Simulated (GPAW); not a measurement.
Consider YIn (Pm-3m).

```cif
data_structure
_symmetry_space_group_name_H-M 'P 1'
_symmetry_Int_Tables_number 1
_cell_length_a 3.8100
_cell_length_b 3.8100
_cell_length_c 3.8100
_cell_angle_alpha 90.000
_cell_angle_beta 90.000
_cell_angle_gamma 90.000
_cell_volume 55.31
loop_
_atom_site_label
_atom_site_type_symbol
_atom_site_fract_x
_atom_site_fract_y
_atom_site_fract_z
_atom_site_occupancy
In1 In 0.00000 0.00000 0.00000 1
Y2 Y 0.50000 0.50000 0.50000 1
```

Absorber: atom 2, with 8 In at 3.30 Å and 6 Y at 3.81 Å (cube and octahedron, as in bcc, site symmetry m-3m). Method: GPAW, LDA, excited-electron core hole (neutral cell), 8-atom cell with 6.6 Å between holes, 5×5×5 k points, dipole transitions, Gaussian full width 1.5 eV up to 4 eV, rising linearly to 3.5 eV at 25 eV.

Predict the near-edge structure at the Y L₃ edge.

Main maxima up to 30 eV above the zero (height): 1.0 eV (3.20), 3.6 eV (2.12), 14.8 eV (0.80), 20.4 eV (0.61) and 27.6 eV (0.59). At an L edge the dipole rule selects empty d (and weakly s) states on the absorber, and the strong line at the onset measures the empty part of its d band. 

The Y L₃ spectrum (energy from the lowest empty level; intensity scaled to a mean of 1 over the first 20 eV):

| E (eV) | intensity |
| --- | --- |
| -2.00 | 0.00 |
| -1.25 | 0.10 |
| -0.50 | 0.88 |
| 0.25 | 2.49 |
| 1.00 | 3.20 |
| 1.75 | 2.46 |
| 2.50 | 1.75 |
| 3.25 | 2.02 |
| 4.00 | 1.90 |
| 4.75 | 1.21 |
| 5.50 | 1.08 |
| 6.25 | 1.00 |
| 7.00 | 0.69 |
| 7.75 | 0.53 |
| 8.50 | 0.50 |
| 9.25 | 0.43 |
| 10.00 | 0.35 |
| 10.75 | 0.35 |
| 11.50 | 0.40 |
| 12.25 | 0.46 |
| 13.00 | 0.56 |
| 13.75 | 0.71 |
| 14.50 | 0.80 |
| 15.25 | 0.77 |
| 16.00 | 0.68 |
| 16.75 | 0.60 |
| 17.50 | 0.55 |
| 18.25 | 0.55 |
| 19.00 | 0.58 |
| 19.75 | 0.60 |
| 20.50 | 0.61 |
| 21.25 | 0.61 |
| 22.00 | 0.59 |
| 22.75 | 0.57 |
| 23.50 | 0.53 |
| 24.25 | 0.51 |
| 25.00 | 0.51 |
| 25.75 | 0.54 |
| 26.50 | 0.57 |
| 27.25 | 0.59 |
| 28.00 | 0.59 |
| 28.75 | 0.57 |
| 29.50 | 0.53 |
| 30.25 | 0.49 |
| 31.00 | 0.45 |
| 31.75 | 0.43 |

Only the L₃ part is meant: spin–orbit coupling of the core level isn't computed and the L₂ copy isn't added. The structure is a published determination, not relaxed.

[Banner, clock and machine lines of the logs are left out without a mark of their own.]

[Logs are printed without paths, hosts, clocks, repeated set-up lines and the standing remarks that a program may print on its own settings, such as how far it seeks lower states.]

[Hosts, paths, dates, database ids (printed as entryN), source tags and the programs' standing remarks are cut or masked in the printed files.]

[Lists of maxima count a maximum above −3 eV only where it reaches 4 % of the highest in the window and stands out from its surroundings by 2 % of it (1.5 % where it reaches 55 %); shoulders and weaker maxima are passed over, and of the rest the first, up to two pre-edge ones and the few strongest are named.]
